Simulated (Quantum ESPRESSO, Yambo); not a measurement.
# BaTiO3 (P4mm): G0W0 with Yambo, start to end, part 3 of 3

Aim: the G0W0 gap of BaTiO3 (P4mm) on PBE, step by step.

Quantum ESPRESSO 7.5 and Yambo 5.3.0; PBE and many-body steps on it, plane waves. Known limits of the many-body steps: not at the basis limit; no spin-orbit coupling; coarse k mesh.

So far. Step 3 (Bands along the symmetry lines): The gap is 1.845 eV, as in the run before at this level. Step 4 (Empty states on the mesh, 4×4×4 mesh, 87 bands): On this mesh the gap is 1.845 eV.

The database entry behind the starting cell differs from later determinations by our own check (c/a about 0.6 % short), so it need not match the best structure at ambient conditions.

### 6. Screening and self-energy, 4×4×4 mesh, 87 bands, screening to 95.2 eV

Now the one-shot GW correction: screening in the RPA, then the self-energy of the levels asked for.

This step: G0W0 on PBE, plane waves, norm-conserving pseudopotentials.

Contents of gw1.in:

```
HF_and_locXC
gw0
dyson
ppa
em1d
rim_cut
RandQpts= 1000000
RandGvec= 1 RL
EXXRLvcs= 76 Ry
VXCRLvcs= 304 Ry
Chimod= "HARTREE"
% BndsRnXp
 1 | 87 |
%
NGsBlkXp= 7 Ry
% LongDrXp
 1 | 1 | 1 |
%
% GbndRnge
 1 | 87 |
%
DysSolver= "n"
ExtendOut
PPAPntXp= 27.21138 eV
% QPkrange
 1 | 18 | 11 | 27 |
%
```

Run with:

```console
$ OMP_NUM_THREADS=1 mpirun -n 4 yambo -F gw1.in -J gw1 -C gw1 > gw1.log
```

The log of the run:

```text
 Yambo, version 5.3.0

 [02] CORE Variables Setup
 =========================

  [... cell, symmetries and grids as in the set-up ...]

  [02.05] Energies & Occupations
  ==============================

  [X] === General ===
  [X] Electronic Temperature                        :  0.000000  0.000000 [eV K]
  [X] Bosonic    Temperature                        :  0.000000  0.000000 [eV K]
  [X] Finite Temperature mode                       : no
  [X] El. density                                   :  0.62226E+24 [cm-3]
  [X] Fermi Level                                   :  10.42650 [eV]

  [X] === Gaps and Widths ===
  [X] Conduction Band Min                           :  1.844946 [eV]
  [X] Valence Band Max                              :  0.000000 [eV]
  [X] Filled Bands                                  :  20
  [X] Empty Bands                                   :   21   87
  [X] Direct Gap                                    :  2.185195 [eV]
  [X] Direct Gap localized at k                     :  1
  [X] Indirect Gap                                  :  1.844946 [eV]
  [X] Indirect Gap between kpts                     :  18   1
  [X] Last valence band width                       :  0.921446 [eV]
  [X] 1st conduction band width                     :  2.384365 [eV]

 [03] Transferred momenta grid and indexing
 ==========================================

 IBZ Q-points                                      :  18
 BZ  Q-points                                      :   64

 K/Q-points units:
 rlu = crystal or reduced units; cc = cartesian coordinates; iku = interal k-units

 Q [ 1]         [rlu]:  0.000000  0.000000  0.000000
 Q [ 2]         [rlu]:  0.000000  0.000000  0.250000
 Q [ 3]         [rlu]:  0.000000  0.000000 -0.500000
 Q [ 4]         [rlu]:  0.000000  0.250000  0.000000
 Q [ 5]         [rlu]:  0.000000  0.250000  0.250000
 Q [ 6]         [rlu]:  0.000000  0.250000 -0.500000
 Q [ 7]         [rlu]:  0.000000 -0.500000  0.000000
 Q [ 8]         [rlu]:  0.000000 -0.500000  0.250000
 Q [ 9]         [rlu]:  0.000000 -0.500000 -0.500000
 Q [10]         [rlu]:  0.250000  0.250000  0.000000
     [... 6 further rows ...]
 Q [17]         [rlu]: -0.500000 -0.500000  0.250000
 Q [18]         [rlu]: -0.500000 -0.500000 -0.500000

 [04] Coloumb potential Random Integration (RIM)
 ===============================================

  [04.01] RIM initialization
  ==========================

  * Diagonal components only detected *

  8 x (sBL volume)        :  0.071477 [a.u.]
  sBZ random points       :  1000000
  Points outside the sBZ  :   7992674
  RL volume               :  0.571816 [a.u.]
  Integrated volume       :  0.572340 [a.u.]

  [04.02] RIM integrals
  =====================

  Gamma point sphere radius             :  0.075279 [a.u.]
  Points outside the sphere             :   799805
  [Int_sBZ(q=0) 1/q^2]*(Vol_sBZ)^(-1/3) =:  7.678263
                                 should be <:  7.795600

  Summary of Coulomb integrals for non-metallic bands |Q|[au] RIM/Bare

  Q [1] 0.100000E-4 0.984948 * Q [2] 0.206876 1.047531
  Q [4] 0.207818 1.051805 * Q [5] 0.293234 1.049190
  Q [10] 0.293899 1.050618 * Q [11] 0.359408 1.035725
  Q [3] 0.413753 1.019729 * Q [7] 0.415636 1.019337
  Q [6] 0.463012 1.018201 * Q [8] 0.464275 1.017296
  Q [13] 0.464695 1.017702 * Q [12] 0.507512 1.016101
  Q [14] 0.508664 1.015336 * Q [9] 0.586468 1.011933
  Q [16] 0.587797 1.011712 * Q [15] 0.622200 1.010847
  Q [17] 0.623140 1.010401 * Q [18] 0.718817 1.008389

 [05] Dipoles
 ============

  [05.01] Setup: observables and procedures
  =========================================

  [WARNING] [x,Vnl] slows the Dipoles computation. To neglect it rename the ns.kb_pp file

 [06] Dynamic Dielectric Matrix (PPA)
 ====================================

 [WR./gw1//ndb.pp]---------------------------------------------------------------
  Brillouin Zone Q/K grids (IBZ/BZ)                :   18   64   18   64
  RL vectors                                       :   5983 [WF]
  Coulomb cutoff potential                         : none
  Electronic Temperature                           :  0.000000 [K]
  Bosonic    Temperature                           :  0.000000 [K]
  PPA    diel. fun.  energies                      : Perdew, Burke & Ernzerhof(X)+Perdew, Burke & Ernzerhof(C)
  wavefunctions                                    : Perdew, Burke & Ernzerhof(X)+Perdew, Burke & Ernzerhof(C)
  Global Gauge                                     : length
  X matrix size                                    :  155
  X band range                                     :    1   87
  X e/h energy range                               : -1.000000 -1.000000 [eV]
  X Time ordering                                  : R
  X Hxc Kernel                                     : HARTREE
  X Drude frequency                                :  0.000000  0.000000
  X poles                                          :  100.0000 [o/o]
  RL vectors in the sum                            :   5983
  [r,Vnl] included                                 : yes
  Field direction                                  :  0.577350E-5  0.577350E-5  0.577350E-5
  BZ energy Double Grid                            : no
  BZ energy DbGd points                            : 0
  BZ Q point size factor                           : -1.000000
  X Optical Averaged directions                    : none

 [07] Local Exchange-Correlation + Non-Local Fock
 ================================================

 [VXC] Plane waves :   38811
 [EXS] Plane waves :   4945

 QP @ state[ 1 ] K range:   1  18
 QP @ state[ 1 ] b range:  11  27

 [xc] Functional : Perdew, Burke & Ernzerhof(X)+Perdew, Burke & Ernzerhof(C)
 [xc] LIBXC used to calculate xc functional
  PP Number of Atomic Species                      :  3
  NLCC RL compoments                               :   38811
  PP Number of Atomic Species                      :  3
  NLCC RL compoments                               :   38811

 [xc] E_xc :  -21.67160 [Ha]
      E_xc :  -43.34321 [Ry]

  Local XC kind (lXC) : Perdew, Burke & Ernzerhof(X)+Perdew, Burke & Ernzerhof(C)
  Non-Local XC kind (nlXC) : Hartree-Fock

  Corrections @ K [1] :  [eV]
 <11|nlXC|11> = -19.53404  0.28458E-17 <11|lXC|11> = -14.26486  0.37763E-15
 <12|nlXC|12> = -24.10467  0.96861E-17 <12|lXC|12> = -18.76890  0.18882E-15
 <13|nlXC|13> = -23.88310  0.87310E-17 <13|lXC|13> = -18.58881  0.000000
 <14|nlXC|14> = -23.88318 -0.12139E-16 <14|lXC|14> = -18.58882  0.37763E-15
 <15|nlXC|15> = -23.74082 -0.58877E-17 <15|lXC|15> = -18.78800 -0.94408E-16
 <16|nlXC|16> = -23.74075  0.22141E-17 <16|lXC|16> = -18.78800 -0.19177E-16
 <17|nlXC|17> = -23.89109 -0.37224E-17 <17|lXC|17> = -18.75823 -0.18882E-15
 <18|nlXC|18> = -24.78372  0.11897E-16 <18|lXC|18> = -20.20797  0.000000
 <19|nlXC|19> = -24.44844  0.11949E-16 <19|lXC|19> = -20.02347 -0.18882E-15
 <20|nlXC|20> = -24.44839  0.10837E-17 <20|lXC|20> = -20.02347  0.18882E-15
[...]
Corrections @ K [2] :  [eV]
[...]
Corrections @ K [3] :  [eV]
[...]
Corrections @ K [4] :  [eV]
[...]
Corrections @ K [5] :  [eV]
[...]
[... 12 further k-points ...]
  Corrections @ K [18] :  [eV]
[...]
<23|nlXC|23> = -13.22004  0.16896E-17 <23|lXC|23> = -21.87814  0.18882E-15
 <24|nlXC|24> = -7.922483  0.80073E-18 <24|lXC|24> = -13.32369 -0.70806E-16
 <25|nlXC|25> = -6.673418 -0.96926E-18 <25|lXC|25> = -11.72430 -0.10621E-15
 <26|nlXC|26> = -6.673462  0.54756E-18 <26|lXC|26> = -11.72430 -0.11801E-16
 <27|nlXC|27> = -15.13235  0.14760E-18 <27|lXC|27> = -24.16211  0.94408E-16

  [07.01] Hartree-Fock occupations report
  =======================================

  [Hartree-Fock] === General ===
  [Hartree-Fock] Electronic Temperature             :  0.000000  0.000000 [eV K]
  [Hartree-Fock] Bosonic    Temperature             :  0.000000  0.000000 [eV K]
  [Hartree-Fock] Finite Temperature mode            : no
  [Hartree-Fock] El. density                        :  0.62226E+24 [cm-3]
  [Hartree-Fock] Fermi Level                        :  10.42650 [eV]

  [Hartree-Fock] === Gaps and Widths ===
  [Hartree-Fock] Conduction Band Min                :  9.222391 [eV]
  [Hartree-Fock] Valence Band Max                   : -4.765176 [eV]
  [Hartree-Fock] Filled Bands                       :  20
  [Hartree-Fock] Empty Bands                        :   21   87
  [Hartree-Fock] Direct Gap                         :  13.98757 [eV]
  [Hartree-Fock] Direct Gap localized at k          :  1
  [Hartree-Fock] Indirect Gap                       :  13.98757 [eV]
  [Hartree-Fock] Indirect Gap between kpts          :  1  1
  [Hartree-Fock] Last valence band width            :  0.956448 [eV]
  [Hartree-Fock] 1st conduction band width          :  3.758034 [eV]

 [08] Dyson equation: Newton solver
 ==================================

  [08.01] G0W0 (W PPA)
  ====================

  [  GW  ] Bands range     :    1   87
  [GW/PPA] G damping       :  0.100000 [eV]

  QP @ state[ 1 ] K range:   1  18
  QP @ state[ 1 ] b range:  11  27

   Sc/G bands                                       :    1   87
   Sc/G damping                                     :  0.100000 ev
   Sc bands terminator                              : no
   Sx RL components                                 :   4945

   QP @ state[ 1 ] K range                          :   1  18
   QP @ state[ 1 ] b range                          :  11  27
   GF energies kind                                 : Perdew, Burke & Ernzerhof(X)+Perdew, Burke & Ernzerhof(C)
   GF WF`s kind                                     : Perdew, Burke & Ernzerhof(X)+Perdew, Burke & Ernzerhof(C)
   Xs energies kind                                 : Perdew, Burke & Ernzerhof(X)+Perdew, Burke & Ernzerhof(C)
   Xs WF`s kind                                     : Perdew, Burke & Ernzerhof(X)+Perdew, Burke & Ernzerhof(C)

 [11] Game Over & Game summary
```

Elapsed: 12 min, on 4 MPI ranks of Arm Neoverse V1, shared host; peak memory 2.8 GiB.

This step gave:

| Property | Result |
| --- | --- |
| G0W0 gap on the mesh | 3.336 eV |
| starting gap on the mesh | 1.845 eV |
| k of the valence top | -0.5, -0.5, -0.5 |
| k of the conduction bottom | 0, 0, 0 |
| least direct G0W0 gap on the computed points | 3.682 eV |
| Z at the valence top | 0.7659 |
| Z at the conduction bottom | 0.7796 |

The gap on the mesh goes from 1.84 eV to 3.34 eV, a correction of +1.49 eV.

Limits: finite bands, cutoff and mesh; no spin-orbit coupling; coarse k mesh. v1 is the top filled band, c1 the lowest empty one. The levels before and after the correction (eV, zero at the valence-band top of each column):

```
           conduction bottom  valence top
Kohn-Sham               1.84         0.00
     G0W0               3.34         0.00
```

```
                            level  energy (eV)
Kohn-Sham                    Γ v3       -0.393
Kohn-Sham                 Γ v2-v1       -0.340
Kohn-Sham                    Γ c1        1.845
Kohn-Sham                 Γ c2-c3        2.161
Kohn-Sham  (-0.5 -0.5 -0.5) v3-v2       -0.139
Kohn-Sham     (-0.5 -0.5 -0.5) v1        0.000
Kohn-Sham     (-0.5 -0.5 -0.5) c1        4.229
Kohn-Sham  (-0.5 -0.5 -0.5) c2-c3        4.252
     G0W0                    Γ v3       -0.418
     G0W0                 Γ v2-v1       -0.347
     G0W0                    Γ c1        3.336
     G0W0                 Γ c2-c3        3.700
     G0W0  (-0.5 -0.5 -0.5) v3-v2       -0.176
     G0W0     (-0.5 -0.5 -0.5) v1        0.000
     G0W0     (-0.5 -0.5 -0.5) c1        6.053
     G0W0  (-0.5 -0.5 -0.5) c2-c3        6.133
```

### 7. Where the time went

Times are wall times on the hardware named with each run, good to a factor of about two.

```
                          step    time  share  memory (GiB)
                  ground state    28 s    4 %          0.37
bands along the symmetry lines    13 s    2 %          0.27
      empty states on the mesh    16 s    2 %          0.37
         conversion and set-up   3.3 s    0 %          0.25
     screening and self-energy  12 min   92 %           2.8
```

### 8. Summary of results

```
PBE gap              : 1.84 eV, indirect
G0W0 gap on the mesh : 3.34 eV
GW settings          : 4×4×4 mesh, 87 bands, screening to 95.2 eV, Godby-Needs plasmon pole
known limits         : not at the basis limit; no spin-orbit coupling; coarse k mesh
```

**Reading.** G0W0 moves the gap on the mesh from 1.84 eV to 3.34 eV (+1.49 eV), with Z of 0.77 and 0.78 at the edges. The dearest step here is «screening and self-energy». Bands and cutoff are finite, so the gap is not at the basis limit. The miss can reach some tenths of an eV and take either sign; the mesh is an error of its own. The 4×4×4 mesh is coarse for this cell, which bears on the long-range parts of exchange and screening. The many-body steps are scalar-relativistic: spin-orbit coupling is not in them.

[Paths, hosts, dates, memory and timing lines, banners, echoed tables and standing remarks are left out of the program output.]

[Logs are printed without paths, hosts, clocks, repeated set-up lines and the standing remarks that a program may print on its own settings, such as how far it seeks lower states.]

[Runs of the session that timed out or met a known fault of the program may be left out.]

[Hosts, paths, dates, database ids (printed as entryN), source tags and the programs' standing remarks are cut or masked in the printed files.]
